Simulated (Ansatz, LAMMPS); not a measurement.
# A frame of liquid (K,Li)(F,Br) from 1400 K (98 atoms): geometry optimisation

How does a frame of liquid (K,Li)(F,Br) from 1400 K (98 atoms) relax, and what do bonds, charges and levels look like afterwards?

Calculated with Ansatz 0.2.0; Kohn-Sham DFT, r2SCAN, PAW (set soft_2), plane waves.

## Step 1: The structure

The cell holds 98 atoms: 25 K, 24 Li, 28 F and 21 Br. Cell: a = 14.398 Å, b = 14.398 Å, c = 14.398 Å, α = 90.0°, β = 90.0°, γ = 90.0°. 98 atoms (25 K, 24 Li, 28 F, 21 Br) placed at random at 1.87 g/cm³, melted at 1800 K for 10 ps at fixed volume with the Lennard-Jones and Coulomb ion parameters for SPC/E (Joung and Cheatham, J. Phys. Chem. B 112, 9020 (2008)), full charges. Snapshot at the end of a hold of 20 ps at 1400 K and fixed volume.

Before any run, some limits are plain. The starting topology of bonds comes from the classical model. The ion parameters were fitted for water, not for melts, so the starting structure of this cell may lie well off the real melt's. Only the Γ point is sampled, in a cell whose shortest periodic width is 14 Å.

## Step 2: Single point at the start

A single point comes first, to see the forces before anything moves.

File input.yaml:

```yaml
crystal:
  lattice:
    - [14.3979, 0.0, 0.0]
    - [0.0, 14.3979, 0.0]
    - [0.0, 0.0, 14.3979]
  atoms:
    - { symbol: K, position: [0.71897, 0.07975, 0.61153] }
    - { symbol: K, position: [0.71444, 0.89776, 0.15502] }
    - { symbol: K, position: [0.9268, 0.15519, 0.45344] }
    - { symbol: K, position: [0.67967, 0.60292, 0.46267] }
    [... 88 atom lines left out ...]
    - { symbol: Br, position: [0.3013, 0.79171, 0.96425] }
    - { symbol: Br, position: [0.54138, 0.42239, 0.20948] }
    - { symbol: Br, position: [0.95636, 0.20953, 0.68805] }
    - { symbol: Br, position: [0.55224, 0.91275, 0.99565] }
    - { symbol: Br, position: [0.8556, 0.57175, 0.67999] }
    - { symbol: Br, position: [0.12854, 0.40013, 0.96726] }
kpoints:
  mp_grid: { grid: [1, 1, 1] }
hamiltonian:
  xc: r2scan
scf:
  occupations: { method: fermi_dirac, width: 0.121 }
output:
  forces: true
  stress: true
  populations: true
  dos:
    method: { smearing: { sigma: 0.1 } }
    de: 0.1
    projected: { site_lists: { Br: [Br], F: [F], K: [K], Li: [Li] } }
  eigenvalues: true
```

Started as:

```
> ansatz run input.yaml --threads 4 --pin off --max-ram 8192MiB --backend cpu --events-out ev --progress --plain --runs-dir out
```

Elapsed: 2.5 min, on 4 threads of Arm Neoverse V1, shared host; peak memory 7.5 GiB; 9.9 min of CPU time.

The program notes that it cut back its work space to fit the memory limit.

Numbers from this run:

```
free energy                                      : -124948.5237 eV
free energy per atom                             : -1274.9849 eV/atom
SCF cycles                                       : 10
pressure                                         : -2.494 GPa
r.m.s. force component                           : 0.4009 eV/Å
longest force                                    : 1.775 eV/Å
Fermi energy                                     : 1.399 eV
gap (highest filled to lowest empty level) : 3.731 eV
spilling of the projection                       : 0.004686
```

The r.m.s. force component of 0.40 eV/Å and the pressure of -2.5 GPa set the starting point.

Length of the force by element:

| element | coordination | atoms | mean length of the force (eV/Å) | spread | least | most |
| --- | --- | --- | --- | --- | --- | --- |
| Br | all | 21 | 0.450 | 0.229 | 0.0704 | 0.977 |
| F | all | 28 | 0.758 | 0.253 | 0.359 | 1.31 |
| K | all | 25 | 0.500 | 0.257 | 0.126 | 1.42 |
| Li | all | 24 | 0.731 | 0.372 | 0.153 | 1.77 |

## Step 3: Cell and atoms relaxed

Cell and atoms are freed together, to release stress as well as forces.

input.yaml, the sections that differ from step 2:

```yaml
output:
  forces: true
relax:
  f_tol: 0.05
  max_steps: 79
  cell: {}
# crystal, kpoints, hamiltonian, scf: as in step 2
```

Elapsed: 61 min, on 4 threads; peak memory 7.6 GiB.

The run stopped at its limit before the end that the input asks for; the steps made so far are sound.

Step by step (22 of 32):

| step | energy less that of the first step (eV) | largest force component (eV/Å) | pressure (GPa) | volume (Å³) |
| --- | --- | --- | --- | --- |
| 1 | 0.0000 | 1.5519 | -2.49 | 2984.68 |
| 2 | -6.3854 | 0.8502 | -2.07 | 2807.68 |
| 4 | -14.8395 | 0.3774 | -0.06 | 2433.18 |
| 5 | -16.3951 | 0.3217 | -0.05 | 2391.16 |
| 7 | -18.4328 | 0.2922 | -0.02 | 2332.98 |
| 8 | -19.0517 | 0.2176 | -0.01 | 2314.61 |
| 10 | -19.8635 | 0.1647 | -0.01 | 2291.65 |
| 11 | -20.1103 | 0.1277 | 0.00 | 2281.47 |
| 13 | -20.4186 | 0.1229 | 0.00 | 2268.15 |
| 14 | -20.5448 | 0.1699 | 0.00 | 2264.31 |
| 16 | -20.9030 | 0.2688 | 0.00 | 2254.10 |
| 17 | -21.0992 | 0.1954 | 0.01 | 2248.98 |
| 19 | -21.4329 | 0.1504 | -0.02 | 2240.16 |
| 20 | -21.5734 | 0.1889 | -0.03 | 2231.67 |
| 22 | -21.8601 | 0.0725 | 0.00 | 2213.57 |
| 23 | -21.9206 | 0.0772 | 0.02 | 2206.67 |
| 25 | -21.9800 | 0.1341 | -0.02 | 2200.08 |
| 26 | -22.0087 | 0.1913 | -0.01 | 2193.13 |
| 28 | -22.0862 | 0.0992 | 0.01 | 2176.68 |
| 29 | -22.1017 | 0.1465 | 0.03 | 2180.13 |
| 31 | -22.1697 | 0.1163 | 0.01 | 2173.90 |
| 32 | -22.1795 | 0.0711 | -0.01 | 2177.29 |

| cell as run | before | after | change |
| --- | --- | --- | --- |
| a (Å) | 14.398 | 12.742 | -11.5 % |
| b (Å) | 14.398 | 12.723 | -11.6 % |
| c (Å) | 14.398 | 13.465 | -6.5 % |
| α (°) | 90.00 | 90.28 | +0.3 % |
| β (°) | 90.00 | 94.08 | +4.5 % |
| γ (°) | 90.00 | 89.64 | -0.4 % |
| volume (Å³/atom) | 30.46 | 22.22 | -27.1 % |

The atoms that moved most (Å, as changes of fractional coordinates times the final cell):

| atom | dx | dy | dz | length |
| --- | --- | --- | --- | --- |
| Li36 | 1.803 | -0.323 | -0.091 | 1.834 |
| Br78 | -1.216 | 0.512 | -1.082 | 1.706 |
| K20 | -0.921 | -1.045 | 0.888 | 1.651 |
| K23 | -0.761 | 1.022 | 1.034 | 1.641 |
| F74 | -1.059 | -0.091 | 1.242 | 1.635 |
| F67 | -1.430 | -0.460 | 0.435 | 1.564 |
| Br85 | 0.043 | 0.746 | -1.236 | 1.444 |
| F75 | 0.548 | -1.130 | 0.604 | 1.394 |

The relaxation changed the energy by -226 meV/atom, and atoms moved by 0.90 Å r.m.s., 1.8 Å at most.

## Step 4: Distances and neighbours after relaxation

Bonds before and after, by the cutoffs listed below:

| pair | bonds before | bonds after | mean before (Å) | mean after (Å) | spread before (Å) | spread after (Å) |
| --- | --- | --- | --- | --- | --- | --- |
| F-K | 34 | 56 | 2.759 | 2.688 | 0.210 | 0.138 |
| F-Li | 46 | 71 | 2.047 | 1.889 | 0.095 | 0.075 |
| K-Br | 65 | 96 | 3.382 | 3.378 | 0.253 | 0.185 |
| Li-Br | 25 | 34 | 2.641 | 2.710 | 0.224 | 0.191 |

Density 2.56 g/cm³, 22.22 Å³ an atom.

Pair distribution functions g(r), in bins of 0.2 Å:

| r (Å) | total | F-F | F-K | F-Li | F-Br | K-K | K-Li |
| --- | --- | --- | --- | --- | --- | --- | --- |
| 1.70 | 0.46 | 0.00 | 0.00 | 3.27 | 0.00 | 0.00 | 0.00 |
| 1.90 | 2.93 | 0.00 | 0.00 | 20.95 | 0.00 | 0.00 | 0.00 |
| 2.10 | 0.22 | 0.00 | 0.00 | 1.54 | 0.00 | 0.00 | 0.00 |
| 2.30 | 0.13 | 0.00 | 0.00 | 0.24 | 0.00 | 0.00 | 0.00 |
| 2.50 | 0.96 | 0.35 | 3.27 | 0.00 | 0.00 | 0.00 | 0.00 |
| 2.70 | 1.79 | 4.81 | 4.65 | 0.17 | 0.00 | 0.00 | 0.19 |
| 2.90 | 0.84 | 3.68 | 1.64 | 0.31 | 0.00 | 0.00 | 0.16 |
| 3.10 | 1.21 | 3.46 | 0.39 | 0.40 | 0.44 | 0.00 | 1.66 |
| 3.30 | 1.60 | 1.43 | 0.58 | 0.71 | 2.13 | 0.73 | 1.83 |
| 3.50 | 1.16 | 0.73 | 0.00 | 0.73 | 1.82 | 0.45 | 1.41 |
| 3.70 | 1.19 | 0.81 | 0.26 | 1.13 | 2.26 | 1.21 | 1.80 |
| 3.90 | 1.01 | 1.45 | 0.41 | 1.69 | 1.57 | 1.46 | 0.95 |
| 4.10 | 1.14 | 0.39 | 0.29 | 1.78 | 1.06 | 2.79 | 1.52 |
| 4.30 | 1.01 | 0.37 | 1.01 | 1.81 | 0.88 | 1.34 | 0.86 |
| 4.50 | 0.76 | 0.43 | 0.67 | 1.20 | 1.09 | 1.63 | 0.64 |
| 4.70 | 0.91 | 0.69 | 1.17 | 1.28 | 0.74 | 1.25 | 0.65 |
| 4.90 | 0.91 | 0.73 | 1.08 | 1.18 | 0.55 | 0.58 | 0.72 |
| 5.10 | 1.17 | 1.35 | 1.28 | 0.90 | 1.02 | 1.27 | 0.67 |
| 5.30 | 1.00 | 1.33 | 1.36 | 0.87 | 0.84 | 0.99 | 0.72 |
| 5.50 | 0.95 | 0.88 | 0.98 | 0.72 | 1.17 | 0.92 | 1.01 |
| 5.70 | 0.93 | 1.09 | 0.80 | 1.07 | 1.23 | 0.43 | 0.89 |
| 5.90 | 1.04 | 1.08 | 1.10 | 0.82 | 1.27 | 0.88 | 1.25 |
| 6.10 | 0.85 | 1.19 | 0.73 | 0.87 | 0.76 | 1.04 | 0.54 |
| 6.30 | 1.04 | 1.00 | 1.34 | 0.81 | 0.97 | 0.92 | 0.87 |

Bonds by pair of elements; cutoffs follow the first minimum of g(r), held within bounds set by covalent radii, and pairs that aren't listed don't count as bonded:

| pair A-B | cutoff (Å) | bonds | mean length (Å) | spread (Å) | shortest (Å) | B about A | A about B |
| --- | --- | --- | --- | --- | --- | --- | --- |
| F-K | 3.08 | 56 | 2.69 | 0.138 | 2.46 | 2 | 2.24 |
| F-Li | 2.23 | 71 | 1.89 | 0.075 | 1.77 | 2.54 | 2.96 |
| K-Br | 3.93 | 96 | 3.38 | 0.185 | 3.09 | 3.84 | 4.57 |
| Li-Br | 3.3 | 34 | 2.71 | 0.191 | 2.41 | 1.42 | 1.62 |

How many atoms have how many bonded neighbours:

| element | mean | 3 | 4 | 5 | 6 | 7 | 8 |
| --- | --- | --- | --- | --- | --- | --- | --- |
| Br | 6.19 | 0 | 1 | 4 | 8 | 6 | 2 |
| F | 4.54 | 1 | 12 | 14 | 1 | 0 | 0 |
| K | 6.08 | 0 | 1 | 4 | 13 | 6 | 1 |
| Li | 4.38 | 1 | 15 | 6 | 2 | 0 | 0 |

Bond angles, per cent of each kind in bins of 5°:

| angle (°) | K-Br-K | Br-K-F | Br-K-Br | K-Br-Li | K-F-Li |
| --- | --- | --- | --- | --- | --- |
| 55–60 | 1.6 | 1.6 | 0.0 | 5.0 | 0.0 |
| 60–65 | 2.6 | 3.7 | 2.6 | 1.7 | 0.0 |
| 65–70 | 5.7 | 6.3 | 3.3 | 10.8 | 0.0 |
| 70–75 | 8.8 | 10.5 | 10.6 | 10.0 | 4.7 |
| 75–80 | 9.9 | 6.8 | 11.9 | 7.5 | 5.7 |
| 80–85 | 9.9 | 6.8 | 9.3 | 2.5 | 11.3 |
| 85–90 | 5.2 | 4.7 | 8.6 | 4.2 | 8.5 |
| 90–95 | 5.7 | 6.3 | 5.3 | 4.2 | 10.4 |
| 95–100 | 5.7 | 5.2 | 5.3 | 1.7 | 12.3 |
| 100–105 | 6.8 | 6.3 | 8.6 | 6.7 | 6.6 |
| 105–110 | 6.8 | 3.1 | 4.0 | 1.7 | 7.5 |
| 110–115 | 3.1 | 2.6 | 2.0 | 5.8 | 2.8 |
| 115–120 | 0.5 | 6.8 | 2.0 | 4.2 | 4.7 |
| 120–125 | 3.1 | 2.6 | 2.6 | 5.0 | 5.7 |
| 125–130 | 3.1 | 2.6 | 4.0 | 4.2 | 2.8 |
| 130–135 | 4.7 | 4.2 | 2.0 | 5.8 | 4.7 |
| 135–140 | 1.6 | 5.2 | 2.0 | 1.7 | 0.0 |
| 140–145 | 3.1 | 3.1 | 4.0 | 5.0 | 2.8 |
| 145–150 | 1.6 | 2.1 | 3.3 | 4.2 | 1.9 |
| 150–155 | 2.1 | 2.6 | 3.3 | 3.3 | 1.9 |
| 155–160 | 2.6 | 3.1 | 2.0 | 3.3 | 0.9 |
| 160–165 | 2.6 | 2.6 | 2.0 | 0.0 | 1.9 |
| 165–170 | 1.6 | 0.5 | 0.0 | 0.8 | 2.8 |
| 170–175 | 1.0 | 0.5 | 0.0 | 0.8 | 0.0 |
| 175–180 | 0.5 | 0.0 | 1.3 | 0.0 | 0.0 |

Bond angles (no mean is given where the spread exceeds 20°):

| angle | count | mean (°) | spread (°) |
| --- | --- | --- | --- |
| K-Br-K | 192 | - | - |
| Br-K-F | 191 | - | - |
| Br-K-Br | 151 | - | - |
| K-Br-Li | 120 | - | - |
| K-F-Li | 106 | - | - |

Bond length by coordination (bonds to H left out):

| element | coordination | atoms | mean bond length (Å) |
| --- | --- | --- | --- |
| Br | 4 | 1 | 3.12 |
| Br | 5 | 4 | 3.09 |
| Br | 6 | 8 | 3.26 |
| Br | 7 | 6 | 3.25 |
| Br | 8 | 2 | 3.07 |
| F | 3 | 1 | 1.80 |
| F | 4 | 12 | 2.20 |
| F | 5 | 14 | 2.27 |
| F | 6 | 1 | 2.42 |
| K | 4 | 1 | 2.93 |
| K | 5 | 4 | 3.08 |
| K | 6 | 13 | 3.15 |
| K | 7 | 6 | 3.11 |
| K | 8 | 1 | 3.11 |
| Li | 3 | 1 | 2.01 |
| Li | 4 | 15 | 2.13 |
| Li | 5 | 6 | 2.17 |
| Li | 6 | 2 | 2.30 |

First main peaks of g(r), for some of the pairs, lie near 2.8 Å (F-F), 2.6 Å (F-K) and 1.9 Å (F-Li). With the cutoffs above, 38 % of Br atoms have 6, 50 % of F atoms have 5, 52 % of K atoms have 6 and 62 % of Li atoms have 4 bonded neighbours.

## Step 5: Summary of results

| Item | Value |
| --- | --- |
| energy change in the relaxation | -226.3 meV/atom |
| r.m.s. displacement | 0.895 Å |
| largest displacement | 1.834 Å |
| wall time of the 2 DFT runs | 64 min |

In words: Relaxation lowers the energy by 226 meV/atom and moves atoms by 0.90 Å r.m.s. Displacements are taken in the final cell, so they leave out its strain. By the final cutoffs 6 of 170 bonded pairs parted and 93 joined. The relaxation stopped at its limit, so this isn't yet a minimum. The cell shrank by 27.1 % in volume. From the first step to the last the energy fell by 22.179 eV, and the largest move was 1.83 Å (Li36). The relaxation was not finished: the largest force component stood at 0.071 eV/Å. The F-Li bonds change most in mean length: from 2.047 Å (spread 0.095) to 1.889 Å (spread 0.075), and their number from 46 to 71. With the cutoffs above, 38 % of Br atoms have 6, 50 % of F atoms have 5, 52 % of K atoms have 6 and 62 % of Li atoms have 4 bonded neighbours.

Caveats: The force components of 0.40 eV/Å r.m.s. come partly from thermal motion and partly from the difference between the classical potential and DFT. The network of bonds at the start is that of the classical potential that made the cell; in DFT 6 of its 170 bonded pairs passed out of the cutoffs and 93 came within them. The pressure of -2.5 GPa is that of one thermal frame at a volume set beforehand, without the kinetic term.

[Logs are printed without paths, hosts, clocks, repeated set-up lines and the standing remarks that a program may print on its own settings, such as how far it seeks lower states.]

[Hosts, paths, dates, database ids (printed as entryN), source tags and the programs' standing remarks are cut or masked in the printed files.]
